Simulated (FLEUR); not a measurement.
# Nickel: which magnetic order is lowest

A self-consistent run ends on one state, which hangs on the start. Several orders of Nickel are started in FLEUR and their energies compared.

Calculated with FLEUR MaX-R8.1; PBE; all-electron FLAPW, Dirac cores, scalar-relativistic bands.

## (1) The structure

Symmetry: Fm-3m, No. 225, cubic system. The conventional cell has a = 3.524 Å, b = 3.524 Å, c = 3.524 Å, α = 90.00°, β = 90.00°, γ = 90.00°. Ni has 12 Ni at 2.49 Å nearest.

As a file:

```xyz
1
Lattice="0.0000 1.7619 1.7619 1.7619 0.0000 1.7619 1.7619 1.7619 0.0000" Properties=species:S:1:pos:R:3 pbc="T T T"
Ni    0.0000    0.0000    0.0000
```

## (2) Run 1 (ferro +)

The parallel start comes first: it shows whether parallel moments hold.

inpgen writes inp.xml from crystal.txt; cutoffs, mixing, functional, smearing and local orbitals are then set in the file. The k list default-1 (kpts.xml, not shown) is a Γ-centred 14×14×14 mesh; where the ranks do not divide the number of points, some are split in two of half the weight.

The input, inp.xml:

```
<?xml version="1.0" encoding="UTF-8" standalone="no"?>
<fleurInput fleurInputVersion="0.39">
   <comment>
      Ni
   </comment>
   <calculationSetup>
      <cutoffs Kmax="3.6" Gmax="10.8" GmaxXC="10.8" numbands="0"/>
      <scfLoop itmax="90" minDistance="0.00002" maxIterBroyd="15" imix="Anderson" alpha="0.05" precondParam="0.0" spinf="2.0" sdNocoIR="T"/>
      <coreElectrons ctail="T" frcor="F" kcrel="0" coretail_lmax="0"/>
      <xcFunctional name="pbe" relativisticCorrections="F"/>
      <magnetism jspins="2"/>
      <soc l_soc="F" theta="0.0" phi="0.0" spav="F"/>
      <expertModes spex="0" secvar="F"/>
      <geometryOptimization l_f="F" forcealpha="1.0" forcemix="BFGS" epsdisp="0.00001" epsforce="0.00001"/>
      <ldaU l_linMix="F" mixParam="0.05" spinf="1.0"/>
   </calculationSetup>
   <cell>
      <bzIntegration valenceElectrons="18.0" mode="hist" fermiSmearingEnergy="0.00110248">
         <kPointListSelection listName="default-1"/>
         <xi:include xmlns:xi="http://www.w3.org/2001/XInclude" href="kpts.xml"> </xi:include>
      </bzIntegration>
      <xi:include xmlns:xi="http://www.w3.org/2001/XInclude" href="sym.xml"> </xi:include>
      <bulkLattice scale="1.0">
         <bravaisMatrix>
            <row-1>    0.0000000000000000     3.3295745993471009     3.3295745993471009</row-1>
            <row-2>    3.3295745993471009     0.0000000000000000     3.3295745993471009</row-2>
            <row-3>    3.3295745993471009     3.3295745993471009     0.0000000000000000</row-3>
         </bravaisMatrix>
      </bulkLattice>
   </cell>
   <atomSpecies>
      <species name="Nickel (Ni1.000" element="Ni" atomicNumber="28">
         <mtSphere radius="2.3" gridPoints="761" logIncrement="0.016"/>
         <atomicCutoffs lmax="8" lnonsphr="6"/>
         <electronConfig flipSpins="F">
            <coreConfig>(1s1/2) (2s1/2) (2p1/2) (2p3/2)</coreConfig>
            <valenceConfig>(3s1/2) (3p1/2) (3p3/2) (4s1/2) (3d3/2) (3d5/2)</valenceConfig>
            <stateOccupation state="(3d3/2)" spinUp="1.6" spinDown="1.6"/>
            <stateOccupation state="(3d5/2)" spinUp="2.9" spinDown="1.9"/>
         </electronConfig>
         <energyParameters s="4" p="4" d="3" f="4"/>
         <lo type="SCLO" l="0" n="3" eDeriv="0"/>
         <lo type="SCLO" l="1" n="3" eDeriv="0"/>
      </species>
   </atomSpecies>
   <atomGroups>
      <atomGroup species="Nickel (Ni1.000">
         <relPos label="                   1">.0000000000 .0000000000 .0000000000</relPos>
         <force calculate="T" relaxXYZ="TTT"/>
      </atomGroup>
   </atomGroups>
   <output dos="F" band="F" slice="F">
      <bandDOS minEnergy="-.5*Htr" maxEnergy="0.5*Htr" sigma="0.015" storeEVData="T"/>
      <plotting iplot="0" polar="F">
         <plot TwoD="T" vec1="  1.0  0.0  0.0" vec2="  0.0  1.0  0.0" vec3="  0.0  0.0  1.0" zero="  0.0  0.0  0.0" file="plot"/>
      </plotting>
      <moessbauerParams electricFieldGradient="F" isomerShift="F" coreHyperfine="F" valenceHyperfine="F"/>
   </output>
</fleurInput>
```

The input, crystal.txt:

```
Ni
&input film=F cartesian=F /
0.00000000000  1.76193500000  1.76193500000
1.76193500000  0.00000000000  1.76193500000
1.76193500000  1.76193500000  0.00000000000
1.8897261246
1.0 1.0 1.0

1
28 0.00000000000  0.00000000000  0.00000000000 : 1.000

&kpt div1=14 div2=14 div3=14 gamma=T /
```

Launch:

```sh
$ OMP_NUM_THREADS=1 inpgen -f crystal.txt > inpgen.log  # inp.xml is then edited as shown
$ OMP_NUM_THREADS=1 mpirun -n 4 fleur_MPI > fleur.log
```

The log of the run:

```text
Welcome to FLEUR        (www.flapw.de)
      MaX-Release 8.1          (www.max-centre.eu)

 ========== k-point set info ==========
 Selected k-point list: default-1
 k-point list type: mesh
 14 x 14 x 14
 Number of k points: 104

 ------------Calculation Setup---------------------------
 Number of MPI-tasks      :            4
 Number of PE/node        :            4
 Number of OMP-threads    :            1
 k-points in parallel     :            4
 pe's per k-point         :            1
 No of k-point loops      :           26
 Eigenvalue solver        :       lapack
 Number of basis functions:           70
 Approximate size of matrices (H+S) per k-point:         0.000 GB
 --------------------------------------------------------
 Iteration:     1   Distance:       8.18429008 me/bohr^3
 Iteration:     2   Distance:       7.76232789 me/bohr^3
 Iteration:     3   Distance:       5.31883395 me/bohr^3
 Iteration:     4   Distance:       1.54268835 me/bohr^3
 Iteration:     5   Distance:       1.52282753 me/bohr^3
 Iteration:     6   Distance:       0.94376228 me/bohr^3
 Iteration:     7   Distance:       1.10256333 me/bohr^3
 Iteration:     8   Distance:       0.57660975 me/bohr^3
 Iteration:     9   Distance:       0.51105539 me/bohr^3
 Iteration:    10   Distance:       0.08710930 me/bohr^3
 Iteration:    11   Distance:       0.07827803 me/bohr^3
 Iteration:    12   Distance:       0.02866276 me/bohr^3
 Iteration:    13   Distance:       0.04363412 me/bohr^3
 Iteration:    14   Distance:       0.00137063 me/bohr^3
 Iteration:    15   Distance:       0.00141141 me/bohr^3
 Iteration:    16   Distance:       0.00137542 me/bohr^3
 Iteration:    17   Distance:       0.00114058 me/bohr^3
 Iteration:    18   Distance:       0.00039701 me/bohr^3
 Iteration:    19   Distance:       0.00005330 me/bohr^3
 Iteration:    20   Distance:       0.00008088 me/bohr^3
 Iteration:    21   Distance:       0.00002048 me/bohr^3
 Iteration:    22   Distance:       0.00000438 me/bohr^3

 ********************************************************************
 Run finished successfully
 Stop message:
   all done
 ********************************************************************

--- out.xml (last complete iteration) ---
<iteration numberForCurrentRun="   22" overallNumber="   22">
         <energyParameters units="Htr">
            <atomicEP atomType="1" spin="1" branch="4s" branchLowest="-3.49" branchHighest="1.63" value="0.1802540380"/>
            <atomicEP atomType="1" spin="1" branch="4p" branchLowest="-2.02" branchHighest="2.23" value="0.3230051179"/>
            <atomicEP atomType="1" spin="1" branch="3d" branchLowest="-9.99" branchHighest="0.34" value="0.2406986196"/>
            <atomicEP atomType="1" spin="1" branch="4f" branchLowest="-9.99" branchHighest="3.60" value="0.6445934611"/>
            <loAtomicEP atomType="1" spin="1" branch="3s" branchLowest="-35.47" branchHighest="-3.49" value="-3.4897843728"/>
            <loAtomicEP atomType="1" spin="1" branch="3p" branchLowest="-30.43" branchHighest="-2.02" value="-2.0344481843"/>
            <atomicEP atomType="1" spin="2" branch="4s" branchLowest="-3.46" branchHighest="1.65" value="0.1726448351"/>
            <atomicEP atomType="1" spin="2" branch="4p" branchLowest="-1.99" branchHighest="2.25" value="0.3128250172"/>
            <atomicEP atomType="1" spin="2" branch="3d" branchLowest="-9.99" branchHighest="0.37" value="0.2615896684"/>
            <atomicEP atomType="1" spin="2" branch="4f" branchLowest="-9.99" branchHighest="3.62" value="0.6326910430"/>
            <loAtomicEP atomType="1" spin="2" branch="3s" branchLowest="-35.46" branchHighest="-3.46" value="-3.4601921698"/>
            <loAtomicEP atomType="1" spin="2" branch="3p" branchLowest="-30.42" branchHighest="-1.99" value="-2.0056634570"/>
         </energyParameters>
         <bandgap value="0.0067130362" units="eV"/>
         <sumValenceSingleParticleEnergies value="-16.7240483045" units="Htr"/>
         <FermiEnergy value="0.3192456043" units="Htr"/>
         <valenceDensity>
            <mtCharges spin="1">
               <mtCharge atomType="1" total="8.8892345" s="1.2209245" p="3.1973338" d="4.4519779" f="0.0142081"/>
            </mtCharges>
            <mtCharges spin="2">
               <mtCharge atomType="1" total="8.2611677" s="1.2268595" p="3.2199570" d="3.7944826" f="0.0151658"/>
            </mtCharges>
            <spinDependentCharge spin="1" total="9.2991071" interstitial="0.4098726" mtSpheres="8.8892345"/>
            <spinDependentCharge spin="2" total="8.7008929" interstitial="0.4397252" mtSpheres="8.2611677"/>
            <totalCharge value="18.0000000000"/>
         </valenceDensity>
         <coreStates atomType="     1" atomicNumber=" 28" spin="1" kinEnergy="    677.1780216883" eigValSum="   -427.9023087879" lostElectrons=" 0.000000">
            <state n="1" l="0" j="0.5" energy="-301.1232239215" weight="1.0000000000"/>
            <state n="2" l="0" j="0.5" energy="-35.4733225290" weight="1.0000000000"/>
            <state n="2" l="1" j="0.5" energy="-30.8635185479" weight="1.0000000000"/>
            <state n="2" l="1" j="1.5" energy="-30.2211218947" weight="2.0000000000"/>
         </coreStates>
         <coreStates atomType="     1" atomicNumber=" 28" spin="2" kinEnergy="    677.3238459996" eigValSum="   -427.8541823126" lostElectrons=" 0.000000">
            <state n="1" l="0" j="0.5" energy="-301.1233452020" weight="1.0000000000"/>
            <state n="2" l="0" j="0.5" energy="-35.4584706246" weight="1.0000000000"/>
            <state n="2" l="1" j="0.5" energy="-30.8526324519" weight="1.0000000000"/>
            <state n="2" l="1" j="1.5" energy="-30.2098670170" weight="2.0000000000"/>
         </coreStates>
         <allElectronCharges>
            <spinDependentCharge spin="1" total="14.2991071" interstitial="0.4098726" mtSpheres="13.8892345"/>
            <spinDependentCharge spin="2" total="13.7008929" interstitial="0.4397252" mtSpheres="13.2611677"/>
            <totalCharge value="28.0000000002"/>
         </allElectronCharges>
         <magneticMomentsInMTSpheres units="muBohr">
            <globalMagMoment atomType="1" vec="0.00000   0.00000   0.62807"/>
            <localMagMoment atomType="1" vec="0.00000   0.00000   0.62807"/>
         </magneticMomentsInMTSpheres>
         <moessbauerParams unitsHFF="kG" unitsIS="e/bohr^3" unitsEFG="Htr/bohr^2">
         </moessbauerParams>
         <totalEnergy value="    -1520.8311587491" units="Htr">
            <sumOfEigenvalues value="     -872.4805394050">
               <coreElectrons value="-855.7564911004"/>
               <valenceElectrons value="-16.7240483045"/>
            </sumOfEigenvalues>
            <densityCoulombPotentialIntegral value="-2334.9413307326"/>
            <densityEffectivePotentialIntegral value="-2417.5571927667"/>
            <chargeDenXCDenIntegral value="-63.5956927256"/>
            <FockExchangeEnergyValence value="0.0000000000"/>
            <FockExchangeEnergyCore value="0.0000000000"/>
            <atomTypeDependentContributions atomType="1">
               <electronNucleiInteractionDifferentMTs value="1825.2459174897"/>
               <MadelungTerm value="-9.5955365292"/>
            </atomTypeDependentContributions>
            <tkbTimesEntropy value="0.0002193703"/>
            <freeEnergy value="-1520.8313781194"/>
            <extrapolationTo0K value="-1520.8312684343"/>
         </totalEnergy>
         <densityConvergence units="me/bohr^3">
            <chargeDensity spin="1" distance="0.0000018839"/>
            <chargeDensity spin="2" distance="0.0000027038"/>
            <overallChargeDensity distance="0.0000015793"/>
            <spinDensity distance="0.0000043847"/>
         </densityConvergence>
      </iteration>
```

Run time: 6.8 s. Hardware: 4 MPI ranks of Arm Neoverse V2, shared host; peak memory 0.17 GiB; 27 s of CPU time.

Read from the output:

```yaml
free_energy: -41383.9300 eV
program_s_band_gap_on_this_mesh_in_a_metal_only_a_level_spacing: 0.006713 eV
magnetization: 0.5982 μB
final_state: ferromagnetic
largest_moment: 0.6281 μB
```

After 22 cycles the largest moment stands at 0.628 μB.

## (3) Start 2: antiferro q=(0,1/2,1/2) +-

An opposed order shows whether neighbours prefer unlike signs.

The cell is doubled to 2 atoms to hold this order. The mesh is halved along the doubled vector, so that both cells sample the same points. The k list default-1 (kpts.xml, not shown) is a Γ-centred 14×7×14 mesh.

Changes to inp.xml since step 2:

```diff
@@ -17,3 +17,3 @@
    <cell>
-      <bzIntegration valenceElectrons="18.0" mode="hist" fermiSmearingEnergy="0.00110248">
+      <bzIntegration valenceElectrons="36.0" mode="hist" fermiSmearingEnergy="0.00110248">
          <kPointListSelection listName="default-1"/>
@@ -25,4 +25,4 @@
             <row-1>    0.0000000000000000     3.3295745993471009     3.3295745993471009</row-1>
-            <row-2>    3.3295745993471009     0.0000000000000000     3.3295745993471009</row-2>
-            <row-3>    3.3295745993471009     3.3295745993471009     0.0000000000000000</row-3>
+            <row-2>    6.6591491986942017     0.0000000000000000     6.6591491986942017</row-2>
+            <row-3>    6.6591491986942017     3.3295745993471009     3.3295745993471009</row-3>
          </bravaisMatrix>
@@ -44,2 +44,15 @@
       </species>
+      <species name="Nickel (Ni-1.000" element="Ni" atomicNumber="28">
+         <mtSphere radius="2.3" gridPoints="761" logIncrement="0.016"/>
+         <atomicCutoffs lmax="8" lnonsphr="6"/>
+         <electronConfig flipSpins="F">
+            <coreConfig>(1s1/2) (2s1/2) (2p1/2) (2p3/2)</coreConfig>
+            <valenceConfig>(3s1/2) (3p1/2) (3p3/2) (4s1/2) (3d3/2) (3d5/2)</valenceConfig>
+            <stateOccupation state="(3d3/2)" spinUp="1.6" spinDown="1.6"/>
+            <stateOccupation state="(3d5/2)" spinUp="1.9" spinDown="2.9"/>
+         </electronConfig>
+         <energyParameters s="4" p="4" d="3" f="4"/>
+         <lo type="SCLO" l="0" n="3" eDeriv="0"/>
+         <lo type="SCLO" l="1" n="3" eDeriv="0"/>
+      </species>
    </atomSpecies>
@@ -48,2 +61,6 @@
          <relPos label="                   1">.0000000000 .0000000000 .0000000000</relPos>
+         <force calculate="T" relaxXYZ="TTT"/>
+      </atomGroup>
+      <atomGroup species="Nickel (Ni-1.000">
+         <relPos label="                   2">.0000000000 1.000/2.000 .0000000000</relPos>
          <force calculate="T" relaxXYZ="TTT"/>
```

The input, crystal.txt:

```
Ni
&input film=F cartesian=F /
0.00000000000  1.76193500000  1.76193500000
3.52387000000  0.00000000000  3.52387000000
3.52387000000  1.76193500000  1.76193500000
1.8897261246
1.0 1.0 1.0

2
28 0.00000000000  0.00000000000  0.00000000000 : 1.000
28 0.00000000000  0.50000000000  0.00000000000 : -1.000

&kpt div1=14 div2=7 div3=14 gamma=T /
```

The log of the run:

```text
[banner, memory and clock lines left out]
Welcome to FLEUR        (www.flapw.de)
      MaX-Release 8.1          (www.max-centre.eu)

 ========== k-point set info ==========
 Selected k-point list: default-1
 k-point list type: mesh
 14 x 7 x 14
 Number of k points: 372

 ------------Calculation Setup---------------------------
 Number of PE/node        :            4
 Number of OMP-threads    :            1
 k-points in parallel     :            4
 pe's per k-point         :            1
 No of k-point loops      :           93
 Eigenvalue solver        :       lapack
 Number of basis functions:          140
 Approximate size of matrices (H+S) per k-point:         0.000 GB
 Iteration:     1   Distance:      19.18176314 me/bohr^3
 Iteration:     2   Distance:      18.61578466 me/bohr^3
 Iteration:     3   Distance:      10.45425325 me/bohr^3
 Iteration:     4   Distance:       3.78349788 me/bohr^3
 Iteration:     5   Distance:       3.42603814 me/bohr^3
 Iteration:     6   Distance:       1.26720516 me/bohr^3
 Iteration:     7   Distance:       0.99193398 me/bohr^3
 Iteration:     8   Distance:       0.68967795 me/bohr^3
 Iteration:     9   Distance:       0.36739491 me/bohr^3
 Iteration:    10   Distance:       0.57296113 me/bohr^3
[... 17 iterations left out ...]
 Iteration:    28   Distance:       0.00014791 me/bohr^3
 Iteration:    29   Distance:       0.00005976 me/bohr^3
 Iteration:    30   Distance:       0.00005922 me/bohr^3
 Iteration:    31   Distance:       0.00005751 me/bohr^3
 Iteration:    32   Distance:       0.00004821 me/bohr^3
 Iteration:    33   Distance:       0.00004726 me/bohr^3
 Iteration:    34   Distance:       0.00004763 me/bohr^3
 Iteration:    35   Distance:       0.00003886 me/bohr^3
 Iteration:    36   Distance:       0.00002155 me/bohr^3
 Iteration:    37   Distance:       0.00001908 me/bohr^3

 ********************************************************************
 Run finished successfully
 Stop message:
   all done
 ********************************************************************

--- out.xml (last complete iteration) ---
<iteration numberForCurrentRun="   37" overallNumber="   37">
         [... left out ...]
         <bandgap value="0.0000000406" units="eV"/>
         <sumValenceSingleParticleEnergies value="-33.4293046014" units="Htr"/>
         <FermiEnergy value="0.3110382947" units="Htr"/>
         <valenceDensity>
            <mtCharges spin="1">
               <mtCharge atomType="1" total="8.6746038" s="1.2233397" p="3.2081940" d="4.2233961" f="0.0148955"/>
               <mtCharge atomType="2" total="8.4775552" s="1.2229339" p="3.2062335" d="4.0290163" f="0.0146396"/>
            </mtCharges>
            <mtCharges spin="2">
               <mtCharge atomType="1" total="8.4775548" s="1.2229339" p="3.2062335" d="4.0290160" f="0.0146396"/>
               <mtCharge atomType="2" total="8.6746040" s="1.2233397" p="3.2081940" d="4.2233963" f="0.0148955"/>
            </mtCharges>
            <spinDependentCharge spin="1" total="18.0000001" interstitial="0.8478411" mtSpheres="17.1521590"/>
            <spinDependentCharge spin="2" total="17.9999999" interstitial="0.8478411" mtSpheres="17.1521588"/>
            <totalCharge value="36.0000000000"/>
         </valenceDensity>
         [... left out ...]
         <magneticMomentsInMTSpheres units="muBohr">
            <globalMagMoment atomType="1" vec="0.00000   0.00000   0.19705"/>
            <localMagMoment atomType="1" vec="0.00000   0.00000   0.19705"/>
            <globalMagMoment atomType="2" vec="0.00000   0.00000  -0.19705"/>
            <localMagMoment atomType="2" vec="0.00000   0.00000  -0.19705"/>
         </magneticMomentsInMTSpheres>
         [... left out ...]
         <totalEnergy value="    -3041.6580005611" units="Htr">
            <sumOfEigenvalues value="    -1744.9392326964">
               <coreElectrons value="-1711.5099280950"/>
               <valenceElectrons value="-33.4293046014"/>
            </sumOfEigenvalues>
            <densityCoulombPotentialIntegral value="-4669.8541837762"/>
            <densityEffectivePotentialIntegral value="-4835.0756776266"/>
            <chargeDenXCDenIntegral value="-127.1838128898"/>
            <FockExchangeEnergyValence value="0.0000000000"/>
            <FockExchangeEnergyCore value="0.0000000000"/>
         [... left out ...]
            <tkbTimesEntropy value="0.0008012266"/>
            <freeEnergy value="-3041.6588017877"/>
            <extrapolationTo0K value="-3041.6584011744"/>
         </totalEnergy>
         <densityConvergence units="me/bohr^3">
            <chargeDensity spin="1" distance="0.0000169562"/>
            <chargeDensity spin="2" distance="0.0000065051"/>
            <overallChargeDensity distance="0.0000171958"/>
            <spinDensity distance="0.0000190778"/>
         </densityConvergence>
      </iteration>
```

Wall time 87 s (4 MPI ranks); peak memory 0.27 GiB; 5.8 min of CPU time.

Numbers from this step:

| Property | Result |
| --- | --- |
| free energy | -82767.7525 eV |
| program's band gap on this mesh (in a metal only a level spacing) | 4.06e-8 eV |
| magnetization | 0 μB |
| final state | antiferromagnetic |
| largest moment | 0.1971 μB |

It lies 53.8 meV a seeded atom over the first start, and its largest moment is 0.197 μB against 0.628 μB.

(Part 1 of 2 ends here.)

[Logs and program files are shortened in this print: banners, set-up blocks, solver, clock and traceback lines can be left out without a mark of their own.]

[Logs are printed without paths, hosts, clocks, repeated set-up lines and the standing remarks that a program may print on its own settings, such as how far it seeks lower states.]

[Hosts, paths, dates, database ids (printed as entryN), source tags and the programs' standing remarks are cut or masked in the printed files.]

[Where a cell is said to come from a database of computed structures, the database is the Materials Project.]
